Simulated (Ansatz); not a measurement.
**A convergence test on GaAs (F-43m): k mesh of the hybrid**

How far can the k mesh of the hybrid be lowered for the gap of GaAs (F-43m)?

Program: Ansatz 0.2.0. Level of theory: DFT, HSE06, plane waves, PAW. Results are calculated unless marked as measured.

### Step 1. Starting point

Symmetry: F-43m, No. 216, cubic system. The conventional cell has a = 5.654 Å, b = 5.654 Å, c = 5.654 Å, α = 90.00°, β = 90.00°, γ = 90.00°. Nearest to Ga lie 4 As at 2.45 Å. As has 4 Ga at 2.45 Å nearest. Farther neighbours are not listed.

As a file:

```cif
data_structure
_symmetry_space_group_name_H-M 'F-43m'
_symmetry_Int_Tables_number 216
_cell_length_a 5.6537
_cell_length_b 5.6537
_cell_length_c 5.6537
_cell_angle_alpha 90.000
_cell_angle_beta 90.000
_cell_angle_gamma 90.000
_cell_volume 180.72
loop_
_atom_site_label
_atom_site_type_symbol
_atom_site_symmetry_multiplicity
_atom_site_Wyckoff_symbol
_atom_site_fract_x
_atom_site_fract_y
_atom_site_fract_z
_atom_site_occupancy
Ga1 Ga 4 a 0.00000 0.00000 0.00000 1
As1 As 4 d 0.25000 0.25000 0.75000 1
```

The cell and positions come from the Crystallography Open Database and are kept as given unless a step says otherwise. The default PAW set here is soft_1. Its files were made with PBE.

### Step 2. k mesh of the hybrid: 2×2×2

Input file input.yaml:

```yaml
crystal:
  lattice:
    - [0.0, 2.82685, 2.82685]
    - [2.82685, 0.0, 2.82685]
    - [2.82685, 2.82685, 0.0]
  atoms:
    - { symbol: Ga, position: [0.0, 0.0, 0.0] }
    - { symbol: As, position: [0.25, 0.25, 0.25] }
kpoints:
  mp_grid: { grid: [2, 2, 2] }
  band_path:
    path:
      - [0.0, 0.0, 0.0]
      - [-0.5, -0.5, 0.0]
      - [-0.375, -0.375, 0.25]
      - [-0.375, 0.0, 0.375]
      - [0.0, 0.0, 0.5]
      - [-0.5, -0.25, 0.25]
    npoints: 1
hamiltonian:
  xc: hse06
  pseudopotentials: { kind: paw, azcp: { folder: "./paw" } }
scf:
  occupations: { method: fixed }
  n_extra_bands: 4
output:
  eigenvalues: true
  write_density: true
  write_potential: true
  elf: true
  volumetric_format: npy
```

On the command line:

```console
ansatz run input.yaml --threads 3 --pin off --max-ram 92160MiB --backend cuda --events-out ev --progress --plain --runs-dir out --devices 1 --max-vram 13GiB
```

Numbers of over 12 decimals in the logs are rounded to 6 here.

Output:

```text
scf.n_extra_bands = 4 over 14 filled bands (N_el = 28.0): the run solves 18 bands
exact exchange: scf.exx.singularity resolves to wigner_seitz, which cuts the screened interaction at the faces of the exchange supercell's Wigner-Seitz cell, so that each pair interacts once, at the shortest of its separations (the periodic images that this leaves out come, for a point-like exchange hole, to about 0.103 eV on a filled level). The cut falls within the interaction's reach, and what an exchange supercel [...]
GPUs: using 1 of 1 available (devices: 1).
Engine: ansatz 0.2.0, x86_64-unknown-linux-gnu
Pseudopotentials: kind: paw
Pseudopotential: Ga, paw, valence charge 13, recommended cutoff 420 eV (normal), <dir>
Pseudopotential: As, paw, valence charge 15, recommended cutoff 420 eV (normal), <dir>
Functional definition: HSE06
  parameter a = 0.25
  parameter omega = 0.11/bohr
  exchange = pbe_x - a*pbe_x_sr(omega) + a*exact_x_sr(omega)
  correlation = pbe_c
davidson cushion auto → on  (no smearing: the cushion is to keep the highest requested band from converging to the state above it; pin scf.eigensolver.cushion to override)
device memory: the entry about to start is reckoned to put 0.8 GiB on a device that reports 68.4 GiB free (of which the cap on the GPU budget leaves the run 13.0 GiB)
GPU FFT provider: cuFFT
GPU libraries: cuBLAS 13.8.2, cuFFT 12.4.0, cuSOLVER 12.3.4
Crystal: 2 atoms, lattice volume = 45.179 Å³
Basis set: ecut = 420 eV, 893 PW (Γ)
Bands: 18, of which v1, the nominal top of the filled ones, is band 14 counted from 1 (13 counted from 0)
Symmetry: 24 space group operations
Space group: F-43m (ITA 216), of the structure as read, at distance tolerance 3.6e-5 Å
k-points: 3 of 8
Non-local potential: Ga, projectors of the file, l = 0: 2, l = 1: 2, l = 2: 3, l = 3: 1
Non-local potential: As, projectors of the file, l = 0: 2, l = 1: 2, l = 2: 3, l = 3: 1
PAW form: soft (Blöchl's): semilocal exchange-correlation on the pseudo side does not see the compensation charge
PAW frozen core: Ga, regenerated for the run's functional, and the local potential with it (the file was generated under x = pbe(κ = 0.804, μ = 0.219515), c = pbe(β = 0.066725))
PAW frozen core: As, regenerated for the run's functional, and the local potential with it (the file was generated under x = pbe(κ = 0.804, μ = 0.219515), c = pbe(β = 0.066725))
PAW one-centre angular grid: Ga, 590 points (default); XC on 64 Gauss nodes
PAW one-centre angular grid: As, 590 points (default); XC on 64 Gauss nodes
Initial density: superposition of atomic densities (chi_scale 0.1, normalization cell, long waves kept (reshape's long-wave potential 0.00 eV rms))
Initial wavefunctions: pseudopotential atomic-orbital guess
GPU buffer pool allocated for 19683 grid points (all kernels)
GPU transforms: local potential and band sums: pruned to the plane-wave sphere, on 25×27×27
Functional: x = pbe(κ = 0.804, μ = 0.219515), c = pbe(β = 0.066725), warm-up for x = pbe(κ = 0.804, μ = 0.219515) + 0.25 (exact − pbe) at short range (hse, ω = 0.207870 Å⁻¹), c = pbe(β = 0.066725); HSE06 as pw.x's `hse` composes it (authors' and Libxc's form: `xc: wpbeh`)
SCF iter   1: F=—  HF=-8637.520653 eV  |F-HF|=—  |Δ(HF+E_count)|=         —  Δρ=5.78e-2  dr2=9.87e-1  ethr=1.00e-1  ⟨swp⟩=5.0  Hψ=154  notcnv=0
preconditioner: auto → none  [insulator: Δε(μ)=0.520 eV  Ē_g=15.512 eV  n_scr=14 (ndim 8)  ℏωp=23.4 eV  f_vac=0.001]
SCF iter   2: F=—  HF=-8637.432909 eV  |F-HF|=—  |Δ(HF+E_count)|=   8.77e-2  Δρ=2.73e-2  dr2=2.09e-1  ethr=3.53e-3  ⟨swp⟩=3.7  Hψ=143  notcnv=0
SCF iter   3: F=—  HF=-8637.433687 eV  |F-HF|=—  |Δ(HF+E_count)|=   7.78e-4  Δρ=5.68e-3  dr2=2.93e-2  ethr=7.47e-4  ⟨swp⟩=3.0  Hψ=134  notcnv=0
iter 4 solved again at ethr=1.96e-6 eV; its pass at ethr=1.05e-4 eV (dr2=5.49e-4 eV) is discarded
SCF iter   4: F=—  HF=-8637.423170 eV  |F-HF|=—  |Δ(HF+E_count)|=   1.05e-2  Δρ=1.67e-3  dr2=5.44e-4  ethr=1.96e-6  ⟨swp⟩=3.0  Hψ=297  notcnv=0
[...]
SCF iter   3: F=—  HF=-8639.299604 eV  |F-HF|=—  |Δ(HF+E_count)|=   8.03e-3  Δρ=2.72e-3  dr2=1.36e-3  ethr=6.89e-8  ⟨swp⟩=5.0  Hψ=246  notcnv=0
SCF iter   4: F=—  HF=-8639.299434 eV  |F-HF|=—  |Δ(HF+E_count)|=   1.69e-4  Δρ=9.26e-4  dr2=2.41e-4  ethr=6.89e-8  ⟨swp⟩=4.0  Hψ=211  notcnv=0
SCF iter   5: F=—  HF=-8639.299437 eV  |F-HF|=—  |Δ(HF+E_count)|=   2.79e-6  Δρ=4.35e-5  dr2=1.27e-5  ethr=6.89e-8  ⟨swp⟩=3.7  Hψ=161  notcnv=0
SCF iter   6: F=—  HF=-8639.299661 eV  |F-HF|=—  |Δ(HF+E_count)|=   2.24e-4  Δρ=2.42e-4  dr2=1.13e-5  ethr=1.81e-9  ⟨swp⟩=5.0  Hψ=244  notcnv=0
SCF iter   7: F=-8639.299652 eV  HF=-8639.299652 eV  |F-HF|=2.58e-7  |Δ(HF+E_count)|=   8.93e-6  Δρ=1.41e-5  dr2=1.94e-7  ethr=1.81e-9  ⟨swp⟩=4.0  Hψ=209  notcnv=0
SCF 2 stopped early in 7 iterations: F = -8639.299652 eV  dr2 = 1.94e-7
hybrid outer 1: dexx = +9.953e-3 eV, tail = 5.96e-5 eV
GPU FFT provider: cuFFT
GPU libraries: cuBLAS 13.8.2, cuFFT 12.4.0, cuSOLVER 12.3.4
GPU buffer pool allocated for 19683 grid points (all kernels)
GPU transforms: local potential and band sums: pruned to the plane-wave sphere, on 25×27×27
Exchange kernel: α = 0.2500, screened, ω = 0.2079 Å⁻¹, Wigner–Seitz truncation, v(0) = 714.9940 eV·Å³, q-mesh 2×2×2, nearest image of the exchange supercell L = 8.00 Å, pair-density grid 15×15×15, without the augmentation charges, whose exchange is taken in its separable form by FFT convolution over the k-point mesh (sized by the pseudopotential files, 24×24×24 at the most), smooth part of the exact exchange by density-matrix convolution in up to 223.4 MiB of GPU memory as planned if the GPU has room (build and FFT work areas not counted)
Frozen-core exchange: fock
SCF iter   1: F=—  HF=-8639.299650 eV  |F-HF|=—  |Δ(HF+E_count)|=         —  Δρ=7.46e-5  dr2=2.34e-6  ethr=1.06e-6  ⟨swp⟩=3.0  Hψ=126  notcnv=0
preconditioner: auto → none  [insulator: Δε(μ)=1.777 eV  Ē_g=17.946 eV  n_scr=14 (ndim 8)  ℏωp=23.4 eV  f_vac=0.136]
SCF iter   2: F=—  HF=-8639.299651 eV  |F-HF|=—  |Δ(HF+E_count)|=   1.26e-6  Δρ=2.92e-5  dr2=3.85e-7  ethr=6.62e-9  ⟨swp⟩=4.0  Hψ=207  notcnv=0
SCF iter   3: F=—  HF=-8639.299652 eV  |F-HF|=—  |Δ(HF+E_count)|=   7.06e-7  Δρ=1.20e-5  dr2=1.19e-7  ethr=7.79e-10  ⟨swp⟩=4.0  Hψ=187  notcnv=0
iter 4 solved again at ethr=8.50e-12 eV; its pass at ethr=3.13e-10 eV (dr2=2.38e-9 eV) is discarded
SCF iter   4: F=-8639.299651 eV  HF=-8639.299652 eV  |F-HF|=2.09e-8  |Δ(HF+E_count)|=   3.02e-8  Δρ=2.96e-6  dr2=3.42e-9  ethr=8.50e-12  ⟨swp⟩=4.0  Hψ=275  notcnv=0
eigensolver tolerance schedule: the retry pair's looser diagonalisation over-reported the residual by 0.13 of it (diagonalisation noise at 0.13 of the residual, at the tolerance the schedule requests for it); recorded, not acted on — ethr = c·dr2/N_el stays at c = 1.0e-1
SCF 3 converged in 4 iterations: F = -8639.299651 eV  dr2 = 3.42e-9
hybrid outer 2: dexx = +9.964e-7 eV, tail = 9.02e-8 eV, Δε = 3.20e-3 eV (about 1.73e-4 eV left of the loop's levels)
device memory: the entry about to start is reckoned to put 0.3 GiB on a device that reports 73.1 GiB free (of which the cap on the GPU budget leaves the run 13.0 GiB)
NSCF: frozen V_eff on 6 k-points
hybrid SCF converged: 2 outer / 11 inner (+7 warm-up), last move |dexx| = 9.96e-7 eV, tail = 9.02e-8 eV
Stability not checked: this state was not tested for a lower state beside it, because the functional holds exact exchange (a hybrid, or Hartree-Fock), whose exchange loop this test does not read (fock_operator; see scf.lower_state_search)
Free energy (F): -8639.299652 eV
Frozen-core exchange: fock
Harris-Foulkes:  -8639.299652 eV  (|F-HF|=2.09e-8)
Internal energy: -8639.299652 eV  (E = F + TS)
E sigma→0 (E₀):  -8639.299652 eV
Fermi energy:    7.643210 eV
--- Per-component energies (eV) ---
  E_band       = -383.611582
  E_kinetic    = 212.684678
  E_local      = -3674.517014  (includes V_loc(G=0)·N_el)
  E_nonlocal   = -483.688772
  E_hartree    = 2152.281414
  E_xc         = -107.952896
  E_vxc        = -104.197325  (∫ρ·V_xc dr)
  E_exx        = -109.736456  (= α·E_x^exact, valence–valence)
  E_paw        = -3928.994591  (= ΣΔE_a)
  E_vpaw       = -418.981246  (= ΣTr[D̂ρ^β])
  E_aug_tail   = -0.000243  (compensation charges beyond the density's cutoff)
  E_ewald      = -2698.727786
  E_core_change = -0.647986  (= ΣΔE_core)
  E_smearing   = -0.000000  (= −TS)
  E_closure    = 0.000000  (closes the sum)
  Σ components = -8639.299652   (vs F -8639.299652, Δ=0.00e0)
--- Band table (eV) ---
  k-point 0: bands = [... 10 lower, -6.0863, 7.6432, 7.6432, 7.6432, 9.4206, 12.2222, 12.2222, 12.2222]
  k-point 1: bands = [... 10 lower, -4.1480, 0.5853, 6.4241, 6.4241, 9.6490, 13.1511, 13.1511, 16.4253]
  k-point 2: bands = [... 10 lower, -3.2828, 0.3410, 4.7875, 4.7875, 9.8671, 10.1711, 19.2219, 19.2219]
```

The job ended after 18 s (1 × NVIDIA H100 80GB HBM3 (shared by 6 runs) with 3 threads of AMD EPYC 7R13 (Zen 3), shared host; peak memory 1 GiB; 5.8 s of CPU time).

Reading the cycles: dr2 is the Hartree energy of the density residual (eV), the measure of convergence; HF is the Harris–Foulkes estimate of the energy, which meets the free energy F at convergence.

Numbers from this step:

```
gap                     : 1.777 eV
valence top at          : Γ
conduction bottom at    : Γ
least direct gap        : 1.777 eV
exact-exchange fraction : 0.25
```

The gap is direct, at Γ.

### Step 3. k mesh of the hybrid: 4×4×4

input.yaml: that of step 2 with these lines changed.

```diff
@@ -9,3 +9,3 @@
 kpoints:
-  mp_grid: { grid: [2, 2, 2] }
+  mp_grid: { grid: [4, 4, 4] }
   band_path:
@@ -27,5 +27 @@
   eigenvalues: true
-  write_density: true
-  write_potential: true
-  elf: true
-  volumetric_format: npy
```

Output:

```text
[...]
GPUs: using 1 of 1 available (devices: 1).
[...]
GPU FFT provider: cuFFT
GPU libraries: cuBLAS 13.8.2, cuFFT 12.4.0, cuSOLVER 12.3.4
Crystal: 2 atoms, lattice volume = 45.179 Å³
Basis set: ecut = 420 eV, 893 PW (Γ)
Bands: 18, of which v1, the nominal top of the filled ones, is band 14 counted from 1 (13 counted from 0)
Symmetry: 24 space group operations
[...]
k-points: 8 of 64 (time reversal used)
[...]
E sigma→0 (E₀):  -8641.461536 eV
Fermi energy:    7.529510 eV
[...]
--- Band table (eV; the first three rows and the last of 8) ---
  k-point 0: bands = [... 10 lower, -6.3955, 7.5295, 7.5295, 7.5295, 9.0035, 12.0729, 12.0729, 12.0729]
  k-point 1: bands = [... 10 lower, -5.6479, 3.1519, 6.8075, 6.8075, 9.8168, 12.9905, 12.9905, 14.4821]
  k-point 2: bands = [... 10 lower, -4.4700, 0.3327, 6.2973, 6.2973, 9.3274, 12.9946, 12.9946, 16.1812]
  k-point 7: bands = [... 10 lower, -3.5824, 0.3749, 3.7080, 3.9419, 12.9978, 13.1754, 13.9272, 14.4023]
[key lines of the parts left out:]
Free energy (F): -8641.461536 eV
```

The job ended after 24 s (1 × NVIDIA H100 80GB HBM3 (shared by 6 runs) with 3 threads; peak memory 1 GiB; 9.2 s of CPU time).

Numbers from this step:

```
gap                  : 1.474 eV
valence top at       : Γ
conduction bottom at : Γ
least direct gap     : 1.474 eV
```

The gap is 1.474 eV, −0.303 eV from the run before at this level.

### Step 4. k mesh of the hybrid: 6×6×6

input.yaml: that of step 3 with these lines changed.

```diff
@@ -9,3 +9,3 @@
 kpoints:
-  mp_grid: { grid: [4, 4, 4] }
+  mp_grid: { grid: [6, 6, 6] }
   band_path:
```

Output:

```text
[...]
GPUs: using 1 of 1 available (devices: 1).
[...]
GPU FFT provider: cuFFT
GPU libraries: cuBLAS 13.8.2, cuFFT 12.4.0, cuSOLVER 12.3.4
Crystal: 2 atoms, lattice volume = 45.179 Å³
Basis set: ecut = 420 eV, 893 PW (Γ)
Bands: 18, of which v1, the nominal top of the filled ones, is band 14 counted from 1 (13 counted from 0)
Symmetry: 24 space group operations
[...]
k-points: 16 of 216 (time reversal used)
[...]
E sigma→0 (E₀):  -8641.596583 eV
Fermi energy:    7.519891 eV
[...]
--- Band table (eV; the first three rows and the last of 16) ---
  k-point 0: bands = [... 10 lower, -6.4333, 7.5199, 7.5199, 7.5199, 8.9409, 12.0560, 12.0560, 12.0560]
  k-point 1: bands = [... 10 lower, -6.0890, 4.7310, 7.1176, 7.1176, 9.9772, 12.6400, 12.6400, 13.0650]
  k-point 2: bands = [... 10 lower, -5.1883, 1.7250, 6.5237, 6.5237, 9.5162, 13.0624, 13.0624, 15.7895]
  k-point 15: bands = [... 10 lower, -3.6408, 0.2953, 3.8896, 4.0670, 11.4977, 11.7885, 15.6691, 15.9666]
[key lines of the parts left out:]
Free energy (F): -8641.596583 eV
```

Elapsed: 33 s, on 1 × NVIDIA H100 80GB HBM3 (shared by 6 runs) with 3 threads; peak memory 1.2 GiB; 17 s of CPU time.

This step gave:

* gap: 1.421 eV
* valence top at: Γ
* conduction bottom at: Γ
* least direct gap: 1.421 eV

The gap is 1.421 eV, −0.053 eV from the run before at this level.

### Step 5. The series

Differences are against the last row; a negative gap means that bands overlap, and a run with a band path holds that path's time. Times are wall times on 1 × NVIDIA H100 80GB HBM3 (shared by 6 runs) with 3 threads of AMD EPYC 7R13 (Zen 3), shared host, good to a factor of about two.

```tsv
k mesh of the hybrid	gap (eV)	direct gap (eV)	gap error (eV)	energy error (meV/atom)	irreducible k	time
2×2×2	1.777	1.777	+0.356	+1148.5	3	18 s
4×4×4	1.474	1.474	+0.053	+67.5	8	24 s
6×6×6	1.421	1.421	+0.000	+0.0	16	33 s
```

### Step 6. Summary of results

| Quantity | Value |
| --- | --- |
| 2×2×2 | 1.777 eV |
| 4×4×4 | 1.474 eV |
| 6×6×6 | 1.421 eV |

In words: The gap holds to 0.02 eV from 6×6×6 on, the last run itself, so the series does not show convergence. At 2×2×2 the gap is off by +0.356 eV and the energy by +1148 meV/atom. The gap is read over the mesh and added points near the edges, so meshes differ mainly through the density and, for a hybrid, the exchange operator.

[Paths, hosts, dates, memory and timing lines, banners, echoed tables and standing remarks are left out of the program output.]

[Logs are printed without paths, hosts, clocks, repeated set-up lines and the standing remarks that a program may print on its own settings, such as how far it seeks lower states.]

[Runs of the session that timed out or met a known fault of the program may be left out.]

[Cells called generated may have been cut or substituted from an entry of the Crystallography Open Database or the Materials Project.]

[Hosts, paths, dates, database ids (printed as entryN), source tags and the programs' standing remarks are cut or masked in the printed files.]
